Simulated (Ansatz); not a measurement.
# Mg3Mn3VSb, from a guessed structure to a relaxed one

Starting from a made-up structure for Mg3Mn3VSb, the aim is the relaxed cell, its shortest contacts and, where a second run follows, its electronic structure.

Method: DFT, PBE, plane-wave PAW, files of the set soft_1, scalar-relativistic, ferromagnetic start, cell and ions relaxed at zero pressure; PAW set soft_1, in Ansatz 0.2.0.

## Step 1: The structure

The structure is orthorhombic, space group Amm2 (No. 38). Conventional cell: a = 4.662 Å, b = 6.049 Å, c = 10.068 Å, α = 90.00°, β = 90.00°, γ = 90.00°. Nearest to Sb lie 2 V at 2.88 Å and 4 Mn at 2.90 Å and 6 Mg at 2.90 to 3.02 Å. Mn has 4 Mn at 2.87 to 3.01 Å and 6 Mg at 2.89 to 2.90 Å and 2 V at 3.02 Å nearest. Nearest to Mn lie 4 Mg at 2.85 to 2.94 Å and 4 Mn at 2.87 to 3.14 Å and 2 Sb at 2.90 Å and 2 V at 2.90 to 2.98 Å. V has 2 Sb at 2.88 Å and 4 Mg at 2.89 Å and 6 Mn at 2.90 to 3.02 Å nearest. Nearest to Mg lie 6 Mn at 2.89 to 2.94 Å and 4 Mg at 2.91 to 2.96 Å and 2 Sb at 3.02 Å. Mg has 4 Mn at 2.85 to 2.90 Å and 2 V at 2.89 Å and 2 Sb at 2.90 to 2.97 Å and 4 Mg at 2.91 to 3.04 Å nearest. Farther neighbours are not listed.

## Step 2: Relaxing cell and atoms

The guess takes its coordinates from another compound and its volume from a rule, so the cell and any free coordinates are relaxed together.

Input file input.yaml:

```yaml
crystal:
  lattice:
    - [4.662, 0.0, 0.0]
    - [0.0, 3.0245, 5.034]
    - [0.0, -3.0245, 5.034]
  atoms:
    - { symbol: Sb, position: [0.5, 0.6715, 0.6715] }
    - { symbol: Mn, position: [0.0, 0.336, 0.336], spin: 4.0 }
    - { symbol: Mn, position: [0.0, 0.822, 0.3404], spin: 4.0 }
    - { symbol: Mn, position: [0.0, 0.3404, 0.822], spin: 4.0 }
    - { symbol: V, position: [0.0, 0.8393, 0.8393], spin: 2.0 }
    - { symbol: Mg, position: [0.5, 0.1665, 0.1665] }
    - { symbol: Mg, position: [0.5, 0.67, 0.1668] }
    - { symbol: Mg, position: [0.5, 0.1668, 0.67] }
magnetization:
  spin_polarized: true
kpoints:
  mp_grid: { grid: [6, 5, 5] }
scf:
  occupations: { method: fermi_dirac, width: 0.05 }
hamiltonian:
  xc: pbe
  pseudopotentials: { kind: paw, azcp: { folder: soft_1 } }
relax:
  f_tol: 0.015
  max_steps: 70
  cell: {}
output:
  forces: true
  stress: true
```

Launch:

```sh
$ ansatz run input.yaml --threads 4 --pin off --max-ram 10240MiB --backend cpu --events-out ev --progress --plain --runs-dir out
```

Numbers of over 12 decimals in the logs are rounded to 6 here.

The program printed:

```text
Engine: ansatz 0.2.0, aarch64-unknown-linux-gnu
Pseudopotentials: kind: paw
Pseudopotential: Sb, paw, valence charge 15, recommended cutoff 420 eV (normal), soft_1/Sb.paw.azcp
Pseudopotential: Mn, paw, valence charge 15, recommended cutoff 420 eV (normal), soft_1/Mn.paw.azcp
Pseudopotential: V, paw, valence charge 13, recommended cutoff 420 eV (normal), soft_1/V.paw.azcp
Pseudopotential: Mg, paw, valence charge 10, recommended cutoff 420 eV (normal), soft_1/Mg.paw.azcp
Functional definition: PBE
  parameter kappa = 0.804
  parameter beta = 0.066725
  exchange = pbe_x(kappa = kappa, mu = beta*pi^2/3)
  correlation = pbe_c(beta = beta)
Crystal: 8 atoms, lattice volume = 141.961 Å³
Basis set: ecut = 420 eV, 2789 PW (Γ), exchange–correlation on 64×80×80 points (8 copies of the dense FFT grid, shifted against one another)
Bands: 71, of which v1, the nominal top of the filled ones, is band 52 counted from 1 (51 counted from 0)
Symmetry: 4 space group operations
Space group: Amm2 (ITA 38), of the structure as read, at distance tolerance 5.2e-5 Å
Magnetic group: BNS 38.187 (UNI 285), of the structure as read, at distance tolerance 5.2e-5 Å
k-points: 36 of 150 (time reversal used)
Non-local potential: Sb, projectors of the file, l = 0: 2, l = 1: 2, l = 2: 2, l = 3: 1
Non-local potential: Mn, projectors of the file, l = 0: 3, l = 1: 2, l = 2: 3, l = 3: 1
Non-local potential: V, projectors of the file, l = 0: 3, l = 1: 2, l = 2: 3, l = 3: 1
Non-local potential: Mg, projectors of the file, l = 0: 3, l = 1: 2, l = 2: 1
PAW form: soft (Blöchl's): semilocal exchange-correlation on the pseudo side does not see the compensation charge
PAW one-centre angular grid: Sb, 590 points (default); XC on 64 Gauss nodes
PAW one-centre angular grid: Mn, 590 points (default); XC on 64 Gauss nodes
PAW one-centre angular grid: V, 590 points (default); XC on 64 Gauss nodes
PAW one-centre angular grid: Mg, 110 points (default); XC on 64 Gauss nodes
Initial density: superposition of atomic densities (chi_scale 0.1, normalization cell, long waves kept (reshape's long-wave potential 0.01 eV rms))
Starting moments: Σ|m| = 14 μB on 4 of 8 sites
Initial wavefunctions: pseudopotential atomic-orbital guess
Functional: x = pbe(κ = 0.804, μ = 0.219515), c = pbe(β = 0.066725)
SCF iter   1: F=—  HF=-26861.760726 eV  |F-HF|=—  |Δ(HF+E_count)|=         —  Δρ=3.10e-2 (↑2.70e-2 ↓3.10e-2)  dr2=1.07e1  dr2_m=1.18e-1  M=12.335 μB ∫|m|=13.166 μB  β_m=0.30  ethr=3.10e-3  ⟨swp⟩=6.1  Hψ=18849  notcnv=0  defer=18
Mixer restart at iter 1: flushing history
preconditioner: auto → Kerker (q_TF=auto, 2.586 Å⁻¹)  [metal: Δε(μ)=0.003 eV  Ē_g=6.041 eV  σ=0.050 eV  W_gap=0.01  n_scr=44 (ndim 8)  ℏωp=19.0 eV  f_vac=0.000  D(μ)=9.91/eV (n_scr^D=118)]
spin=Collinear: Kerker preconditioning applied to the charge; magnetization (m = ρ↑ − ρ↓) channel mixes plain (no charge-response kernel on spin).
SCF iter   2: F=—  HF=-26862.368569 eV  |F-HF|=—  |Δ(HF+E_count)|=   6.08e-1  Δρ=2.38e-2 (↑1.61e-2 ↓2.38e-2)  dr2=6.43e0  dr2_m=1.05e-1  M=12.146 μB ∫|m|=13.037 μB  β_m=0.62  ethr=3.10e-3  ⟨swp⟩=2.0  Hψ=6998  notcnv=0  defer=465
SCF iter   3: F=—  HF=-26862.282548 eV  |F-HF|=—  |Δ(HF+E_count)|=   8.60e-2  Δρ=1.21e-2 (↑1.04e-2 ↓1.21e-2)  dr2=1.44e0  dr2_m=2.48e-2  M=11.689 μB ∫|m|=12.721 μB  β_m=0.61  ethr=3.10e-3  ⟨swp⟩=2.8  Hψ=7724  notcnv=0  defer=461
SCF iter   4: F=—  HF=-26861.836330 eV  |F-HF|=—  |Δ(HF+E_count)|=   4.46e-1  Δρ=1.06e-2 (↑1.06e-2 ↓4.60e-3)  dr2=1.68e-1  dr2_m=2.91e-2  M=11.286 μB ∫|m|=12.354 μB  β_m=0.78  ethr=1.40e-3  ⟨swp⟩=3.2  Hψ=8256  notcnv=0  defer=440
SCF iter   5: F=—  HF=-26864.988792 eV  |F-HF|=—  |Δ(HF+E_count)|=         —  Δρ=7.98e-2 (↑7.98e-2 ↓7.92e-2)  dr2=1.04e-1  dr2_m=8.17e0  M=7.542 μB ∫|m|=13.196 μB  β_m=1.00  ethr=1.63e-4  ⟨swp⟩=2.1  Hψ=9452  notcnv=0  defer=445
Mixer restart at iter 5: flushing history
SCF iter   6: F=—  HF=-26862.956153 eV  |F-HF|=—  |Δ(HF+E_count)|=    2.03e0  Δρ=6.87e-3 (↑6.87e-3 ↓6.74e-3)  dr2=2.85e-2  dr2_m=5.62e-2  M=7.383 μB ∫|m|=13.720 μB  β_m=0.78  ethr=4.85e-5  ⟨swp⟩=3.5  Hψ=10918  notcnv=0  defer=445
SCF iter   7: F=—  HF=-26862.979072 eV  |F-HF|=—  |Δ(HF+E_count)|=   2.29e-2  Δρ=3.93e-3 (↑3.28e-3 ↓3.93e-3)  dr2=1.19e-2  dr2_m=1.52e-2  M=7.367 μB ∫|m|=13.882 μB  β_m=0.89  ethr=2.77e-5  ⟨swp⟩=2.2  Hψ=8106  notcnv=0  defer=481
SCF iter   8: F=—  HF=-26862.987434 eV  |F-HF|=—  |Δ(HF+E_count)|=   8.36e-3  Δρ=3.45e-3 (↑3.45e-3 ↓1.33e-3)  dr2=2.25e-2  dr2_m=2.06e-3  M=7.387 μB ∫|m|=13.994 μB  β_m=0.67  ethr=1.15e-5  ⟨swp⟩=2.0  Hψ=9745  notcnv=0  defer=490
SCF iter   9: F=—  HF=-26862.983058 eV  |F-HF|=—  |Δ(HF+E_count)|=   4.38e-3  Δρ=4.31e-4 (↑4.31e-4 ↓4.26e-4)  dr2=4.02e-4  dr2_m=1.52e-4  M=7.374 μB ∫|m|=14.014 μB  β_m=0.83  ethr=1.15e-5  ⟨swp⟩=2.0  Hψ=9524  notcnv=0  defer=488
SCF iter  10: F=—  HF=-26862.983181 eV  |F-HF|=—  |Δ(HF+E_count)|=   1.22e-4  Δρ=3.76e-4 (↑1.38e-4 ↓3.76e-4)  dr2=2.95e-4  dr2_m=5.01e-5  M=7.373 μB ∫|m|=14.011 μB  β_m=0.74  ethr=3.91e-7  ⟨swp⟩=2.0  Hψ=8941  notcnv=0  defer=488
SCF iter  11: F=—  HF=-26862.983171 eV  |F-HF|=—  |Δ(HF+E_count)|=   9.52e-6  Δρ=8.14e-5 (↑5.85e-5 ↓8.14e-5)  dr2=2.57e-5  dr2_m=2.72e-6  M=7.375 μB ∫|m|=14.010 μB  β_m=0.87  ethr=2.86e-7  ⟨swp⟩=2.0  Hψ=7169  notcnv=0  defer=488
SCF iter  12: F=—  HF=-26862.983180 eV  |F-HF|=—  |Δ(HF+E_count)|=   8.49e-6  Δρ=7.87e-5 (↑7.87e-5 ↓5.43e-5)  dr2=9.91e-6  dr2_m=3.04e-6  M=7.375 μB ∫|m|=14.010 μB  β_m=0.80  ethr=2.50e-8  ⟨swp⟩=2.0  Hψ=6975  notcnv=0  defer=488
SCF iter  13: F=—  HF=-26862.983180 eV  |F-HF|=—  |Δ(HF+E_count)|=   1.23e-7  Δρ=3.84e-5 (↑2.06e-5 ↓3.84e-5)  dr2=4.18e-6  dr2_m=4.92e-7  M=7.375 μB ∫|m|=14.011 μB  β_m=0.87  ethr=9.62e-9  ⟨swp⟩=2.0  Hψ=8368  notcnv=0  defer=488
SCF iter  14: F=—  HF=-26862.983180 eV  |F-HF|=—  |Δ(HF+E_count)|=   2.28e-7  Δρ=2.07e-5 (↑1.49e-5 ↓2.07e-5)  dr2=1.44e-6  dr2_m=1.89e-7  M=7.375 μB ∫|m|=14.010 μB  β_m=0.94  ethr=4.06e-9  ⟨swp⟩=2.0  Hψ=8061  notcnv=0  defer=488
SCF iter  15: F=—  HF=-26862.983180 eV  |F-HF|=—  |Δ(HF+E_count)|=   2.27e-7  Δρ=1.03e-5 (↑2.94e-6 ↓1.03e-5)  dr2=2.35e-7  dr2_m=2.83e-8  M=7.376 μB ∫|m|=14.011 μB  β_m=0.94  ethr=1.39e-9  ⟨swp⟩=2.0  Hψ=8330  notcnv=0  defer=488
SCF iter  16: F=—  HF=-26862.983180 eV  |F-HF|=—  |Δ(HF+E_count)|=   4.53e-8  Δρ=5.11e-6 (↑2.07e-6 ↓5.11e-6)  dr2=9.24e-8  dr2_m=4.06e-9  M=7.376 μB ∫|m|=14.011 μB  β_m=0.97  ethr=2.28e-10  ⟨swp⟩=2.0  Hψ=5902  notcnv=0  defer=488
[...]
relax step   5: F+E_penalty+E_count = -26863.13304003 eV  Δ(F+E_penalty+E_count) = -2.463e-3 eV  max|allowed force component| = 4.445e-2 eV/Å  Δτ_max = 0.0480 Å  P = +0.082 GPa  Ω = 138.601 Å³  energy of the carried Pulay correction = +1.702e-3 eV  (13 SCF iters, dr2 threshold 2.50e-7 eV, accepted)
[...]
relax step   6: F+E_penalty+E_count = -26863.13348486 eV  Δ(F+E_penalty+E_count) = -4.448e-4 eV  max|allowed force component| = 2.008e-3 eV/Å  Δτ_max = 0.0136 Å  P = +0.007 GPa  Ω = 138.784 Å³  energy of the carried Pulay correction = +1.608e-3 eV  (10 SCF iters, dr2 threshold 1.24e-7 eV, accepted)
Initial wavefunctions: pseudopotential atomic-orbital guess (no wavefunctions were taken with the density)
iter 1 solved again at ethr=6.39e-8 eV; its pass at ethr=3.10e-3 eV (dr2=6.58e-5 eV) is discarded
SCF iter   1: F=—  HF=-26863.131839 eV  |F-HF|=—  |Δ(HF+E_count)|=         —  Δρ=7.48e-5 (↑6.22e-5 ↓7.48e-5)  dr2=2.33e-6  dr2_m=2.11e-7  M=7.096 μB ∫|m|=13.578 μB  β_m=0.65  ethr=6.39e-8  ⟨swp⟩=4.0  Hψ=35393  notcnv=0
preconditioner: auto → Kerker (q_TF=auto, 1.943 Å⁻¹)  [metal: Δε(μ)=0.006 eV  Ē_g=6.036 eV  σ=0.050 eV  W_gap=0.03  n_scr=20 (ndim 8)  ℏωp=19.2 eV  f_vac=0.000  D(μ)=3.64/eV (n_scr^D=26)]
spin=Collinear: Kerker preconditioning applied to the charge; magnetization (m = ρ↑ − ρ↓) channel mixes plain (no charge-response kernel on spin).
SCF iter   2: F=—  HF=-26863.131930 eV  |F-HF|=—  |Δ(HF+E_count)|=   9.10e-5  Δρ=2.66e-5 (↑2.20e-5 ↓2.66e-5)  dr2=2.18e-7  dr2_m=2.70e-8  M=7.096 μB ∫|m|=13.578 μB  β_m=0.61  ethr=2.26e-9  ⟨swp⟩=2.0  Hψ=6853  notcnv=0
SCF iter   3: F=—  HF=-26863.131943 eV  |F-HF|=—  |Δ(HF+E_count)|=   1.26e-5  Δρ=4.90e-6 (↑3.57e-6 ↓4.90e-6)  dr2=2.58e-8  dr2_m=4.14e-9  M=7.096 μB ∫|m|=13.578 μB  β_m=0.71  ethr=2.11e-10  ⟨swp⟩=2.0  Hψ=8234  notcnv=0
SCF iter   4: F=—  HF=-26863.131943 eV  |F-HF|=—  |Δ(HF+E_count)|=   4.08e-7  Δρ=4.07e-6 (↑2.14e-6 ↓4.07e-6)  dr2=4.80e-8  dr2_m=2.97e-9  M=7.096 μB ∫|m|=13.578 μB  β_m=0.85  ethr=2.50e-11  ⟨swp⟩=2.0  Hψ=6663  notcnv=0
SCF iter   5: F=—  HF=-26863.131943 eV  |F-HF|=—  |Δ(HF+E_count)|=   1.82e-7  Δρ=2.47e-6 (↑2.47e-6 ↓2.46e-6)  dr2=1.01e-8  dr2_m=5.97e-9  M=7.096 μB ∫|m|=13.578 μB  β_m=0.93  ethr=2.50e-11  ⟨swp⟩=2.0  Hψ=8921  notcnv=0
SCF iter   6: F=—  HF=-26863.131943 eV  |F-HF|=—  |Δ(HF+E_count)|=   3.44e-8  Δρ=1.70e-6 (↑1.70e-6 ↓9.29e-7)  dr2=8.54e-9  dr2_m=2.61e-10  M=7.096 μB ∫|m|=13.578 μB  β_m=0.79  ethr=9.84e-12  ⟨swp⟩=2.0  Hψ=7598  notcnv=0
SCF iter   7: F=—  HF=-26863.131943 eV  |F-HF|=—  |Δ(HF+E_count)|=   2.76e-9  Δρ=5.34e-7 (↑1.77e-7 ↓5.34e-7)  dr2=5.93e-10  dr2_m=9.37e-11  M=7.096 μB ∫|m|=13.578 μB  β_m=0.82  ethr=8.29e-12  ⟨swp⟩=2.0  Hψ=8369  notcnv=0
SCF iter   8: F=—  HF=-26863.131944 eV  |F-HF|=—  |Δ(HF+E_count)|=   8.15e-7  Δρ=1.63e-7 (↑1.13e-7 ↓1.63e-7)  dr2=1.06e-10  dr2_m=7.61e-12  M=7.096 μB ∫|m|=13.578 μB  β_m=0.87  ethr=1.00e-12  ⟨swp⟩=2.0  Hψ=8703  notcnv=0
SCF iter   9: F=—  HF=-26863.131944 eV  |F-HF|=—  |Δ(HF+E_count)|=  1.82e-11  Δρ=8.27e-8 (↑4.55e-8 ↓8.27e-8)  dr2=1.64e-11  dr2_m=2.09e-12  M=7.096 μB ∫|m|=13.578 μB  β_m=0.94  ethr=1.00e-12  ⟨swp⟩=1.1  Hψ=5117  notcnv=0
SCF iter  10: F=—  HF=-26863.131944 eV  |F-HF|=—  |Δ(HF+E_count)|=  3.27e-11  Δρ=5.74e-8 (↑5.74e-8 ↓4.55e-8)  dr2=5.94e-12  dr2_m=2.05e-12  M=7.096 μB ∫|m|=13.578 μB  β_m=0.95  ethr=1.00e-12  ⟨swp⟩=1.0  Hψ=5112  notcnv=0
SCF iter  11: F=—  HF=-26863.131944 eV  |F-HF|=—  |Δ(HF+E_count)|=  7.28e-12  Δρ=2.30e-8 (↑1.86e-8 ↓2.30e-8)  dr2=2.66e-12  dr2_m=1.91e-13  M=7.096 μB ∫|m|=13.578 μB  β_m=0.91  ethr=1.00e-12  ⟨swp⟩=1.0  Hψ=5112  notcnv=0
SCF iter  12: F=-26863.131944 eV  HF=-26863.131944 eV  |F-HF|=3.64e-12  |Δ(HF+E_count)|=  3.64e-12  Δρ=3.23e-8 (↑2.99e-8 ↓3.23e-8)  dr2=5.57e-12  dr2_m=6.65e-14  M=7.096 μB ∫|m|=13.578 μB  ethr=1.00e-12  ⟨swp⟩=2.0  Hψ=12365  notcnv=0
the starting moments were not kept: 1 of 4 ended reversed and 3 kept their direction, counting a site from 0.1 μB. The largest reversed, site 4 (counted from 0, in the order of the report's site_moments_mub), started with +2.0 μB and closes at -2.2e0 μB in its sphere.
SCF 7 converged in 12 iterations: F = -26863.131944 eV  dr2 = 5.57e-12
relax step   7: F+E_penalty+E_count = -26863.13194415 eV  Δ(F+E_penalty+E_count) = +1.541e-3 eV  max|allowed force component| = 2.180e-3 eV/Å  Δτ_max = 0.0000 Å  P = +0.007 GPa  Ω = 138.784 Å³  stress off target by 2.27e-2 GPa  SCF on the basis re-selected at this cell (its energy is not comparable with the rows above)  (12 SCF iters)
basis re-selected at this cell: Δ(F+E_penalty+E_count) = +1.541e-3 eV, ΔP = -0.000 GPa vs the last step (what re-selecting the basis moved, of the pressure what is left beyond the Pulay correction that the steps carried, after the strain that the cell walked since its last selection, with what the two solves' SCF thresholds leave and, on support functions, any second-order correction that the steps lacked; it is no m [...]
SCF converged after 12 iterations
Magnetization: 7.0956 μB (55.0478 up, 47.9522 down)
Absolute magnetization: 13.5793 μB (∫|ρ↑−ρ↓|, with the PAW one-centre terms)
Spin contamination: 2.7286 ħ² per cell (⟨S²⟩ above its minimum at these occupations)
Per-site moments (μB) at R_I (Å): [(-0.012407, 1.208599), (3.469645, 1.180367), (3.230625, 1.108069), (3.230625, 1.108069), (-2.198492, 1.108069), (-0.074859, 1.180169), (-0.066230, 1.164180), (-0.066230, 1.164180)]
Free energy (F): -26863.131944 eV
Harris-Foulkes:  -26863.131944 eV  (|F-HF|=3.64e-12)
Internal energy: -26863.100790 eV  (E = F + TS)
E sigma→0 (E₀):  -26863.116367 eV
Entropy (-TS):   -0.031154 eV (-3.894 meV/atom)
Fermi energy:    11.515713 eV
--- Per-component energies (eV) ---
  E_band       = -2107.123136
  E_kinetic    = 1615.250362
  E_local      = -14249.519209  (includes V_loc(G=0)·N_el)
  E_nonlocal   = 2445.564414
  E_hartree    = 5296.667441
  E_xc         = -616.479677
  E_vxc        = -751.727437  (∫ρ·V_xc dr)
  E_paw        = -10562.260688  (= ΣΔE_a)
  E_vpaw       = -1760.027429  (= ΣTr[D̂ρ^β])
  E_aug_tail   = 0.001039  (compensation charges beyond the density's cutoff)
  E_ewald      = -10792.324471
  E_smearing   = -0.031154  (= −TS)
  E_closure    = 0.000000  (closes the sum)
  Σ components = -26863.131944   (vs F -26863.131944, Δ=0.00e0)
--- Forces (eV/Å), atoms counted from 1 ---
  atom   1  Sb    -0.00000000     0.00000000     0.00171217
  atom   2  Mn     0.00000000     0.00000000    -0.00218052
  atom   3  Mn     0.00000000    -0.00075479     0.00086153
  atom   4  Mn    -0.00000000     0.00075479     0.00086153
  atom   5  V     -0.00000000     0.00000000    -0.00173952
  atom   6  Mg    -0.00000000     0.00000000    -0.00008415
  atom   7  Mg     0.00000000    -0.00019175     0.00028421
  atom   8  Mg    -0.00000000     0.00019175     0.00028421
  max |Σ_I F_I| component: 5.45e-7 eV/Å
--- Stress (GPa, compression-positive) ---
       -0.000466      -0.000000      -0.000000
       -0.000000      -0.002296      -0.000000
       -0.000000      -0.000000       0.022680
  P = ⅓ Tr σ = 0.0066 GPa (0.066 kbar)
--- Relaxed structure (6 steps of the walk, 6 accepted, 1 SCFs on fresh bases) ---
  F+E_penalty+E_count = -26863.13194415 eV   max|allowed force component| = 2.180e-3 eV/Å   (the final SCF, on the basis selected at the relaxed cell)
  cell:  # Å, volume = 138.7840 Å³
    - [4.643076, 0.0, 0.0]
    - [0.0, 2.942768, 5.078643]
    - [0.0, -2.942768, 5.078643]
  atoms:
    - { symbol: Sb, position: [0.500000, 0.670993, 0.670993] }
    - { symbol: Mn, position: [0.0, 0.332724, 0.332724] }
    - { symbol: Mn, position: [0.0, 0.839724, 0.313261] }
    - { symbol: Mn, position: [0.0, 0.313261, 0.839724] }
    - { symbol: V, position: [0.0, 0.850398, 0.850398] }
    - { symbol: Mg, position: [0.500000, 0.167474, 0.167474] }
    - { symbol: Mg, position: [0.500000, 0.661123, 0.176805] }
    - { symbol: Mg, position: [0.500000, 0.176805, 0.661123] }
```

Run time: 3.4 min. Hardware: 4 threads of Arm Neoverse V1, shared host; peak memory 0.89 GiB.

Relaxation path:

```csv
step,energy less that of the first step (eV),largest force component (eV/Å),pressure (GPa),volume (Å³)
1,0.0000,0.4408,-0.99,141.96
2,-0.0302,0.8345,0.94,136.92
3,-0.1360,0.1298,-0.23,139.20
4,-0.1474,0.0633,-0.22,139.26
5,-0.1499,0.0445,0.08,138.60
6,-0.1503,0.0020,0.01,138.78
7*,-0.1488,0.0022,0.01,138.78
```

Relaxation steps marked * repeat the geometry before them on a plane-wave basis chosen anew for their cell, so energy and pressure can jump there.

The run keeps the 4 symmetry operations that it works with, so distortions that break them were not tested.

```csv
"conventional cell, symmetrised",before,after,change
a (Å),4.662,4.643,-0.4 %
b (Å),6.049,5.886,-2.7 %
c (Å),10.068,10.157,+0.9 %
volume (Å³/atom),17.75,17.35,-2.2 %
```

The atoms that moved most (Å, as changes of fractional coordinates times the final cell):

```csv
atom,dx,dy,dz,length
Mn3,0.000,0.132,-0.048,0.140
Mn4,0.000,-0.132,-0.048,0.140
V5,0.000,0.000,0.113,0.113
Mg7,0.000,-0.056,0.006,0.056
Mg8,0.000,0.056,0.006,0.056
Mn2,0.000,0.000,-0.033,0.033
Mg6,0.000,0.000,0.010,0.010
Sb1,0.000,0.000,-0.005,0.005
```

Final coordinates:

```xyz
8
Lattice="4.6431 0.0000 0.0000 0.0000 2.9428 5.0786 0.0000 -2.9428 5.0786" Properties=species:S:1:pos:R:3 pbc="T T T"
Sb    2.3215    0.0000    6.8155
Mn    0.0000    0.0000    3.3796
Mn    0.0000    1.5493    5.8556
Mn    0.0000   -1.5493    5.8556
V     0.0000    0.0000    8.6377
Mg    2.3215    0.0000    1.7011
Mg    2.3215    1.4252    4.2555
Mg    2.3215   -1.4252    4.2555
```

This step gave:

```
free energy             : -26863.1319 eV
energy at zero smearing : -26863.1164 eV
smearing term TS        : 0.03115 eV
Fermi energy            : 11.52 eV
magnetization           : 7.096 μB
absolute magnetization  : 13.58 μB
site moments            : -0.01241, 3.470, 3.231, 3.231, -2.198, -0.07486, -0.06623, -0.06623 μB
electrons               : 103
symmetry operations     : 4
pressure                : 0.006639 GPa
```

Site moment by atom:

```csv
atom,site moment (μB)
Sb1,-0.01
Mn2,3.47
Mn3,3.23
Mn4,3.23
V5,-2.20
Mg6,-0.07
Mg7,-0.07
Mg8,-0.07
```

Shortest distances by pair of elements, guess and relaxed (not always the same contact):

```csv
pair,guess (Å),relaxed (Å)
Mn–V,2.897,2.686
Mn–Mn,2.866,2.787
Mg–Mn,2.850,2.822
Mg–Mg,2.915,2.850
Mg–V,2.885,2.860
```

The relaxation ends with a largest force component of 0.0022 eV/Å and a pressure of 0.01 GPa.

## Step 3: Outcome

```json
{
  "space group, relaxed": "Amm2",
  "conventional cell": "a = 4.643, b = 5.886, c = 10.157 Å; α = 90.0°, β = 90.0°, γ = 90.0°",
  "volume per atom": "17.35 Å³ (guess 17.75)",
  "total moment": "7.10 μB in the cell of 8 atoms"
}
```

What this shows: Mg3Mn3VSb relaxes to Amm2 with a = 4.643, b = 5.886 and c = 10.157 Å. The guessed volume was 2 % too large. The space group Amm2 was held in the relaxation, so the end point is a stationary structure within it and may be a saddle against distortions or other arrangements. The input starts from parallel moments, and no other start was typed; the run left that order, and the end state is ferrimagnetic. Mesh and cutoff weren't tested. Spin-orbit coupling is left out, which can matter for elements this heavy. No dispersion term is used, so weakly bound directions may come out too long. Nothing here tests whether the compound is stable against decomposition.

[Logs are printed without paths, hosts, clocks, repeated set-up lines and the standing remarks that a program may print on its own settings, such as how far it seeks lower states.]

[Hosts, paths, dates, database ids (printed as entryN), source tags and the programs' standing remarks are cut or masked in the printed files.]
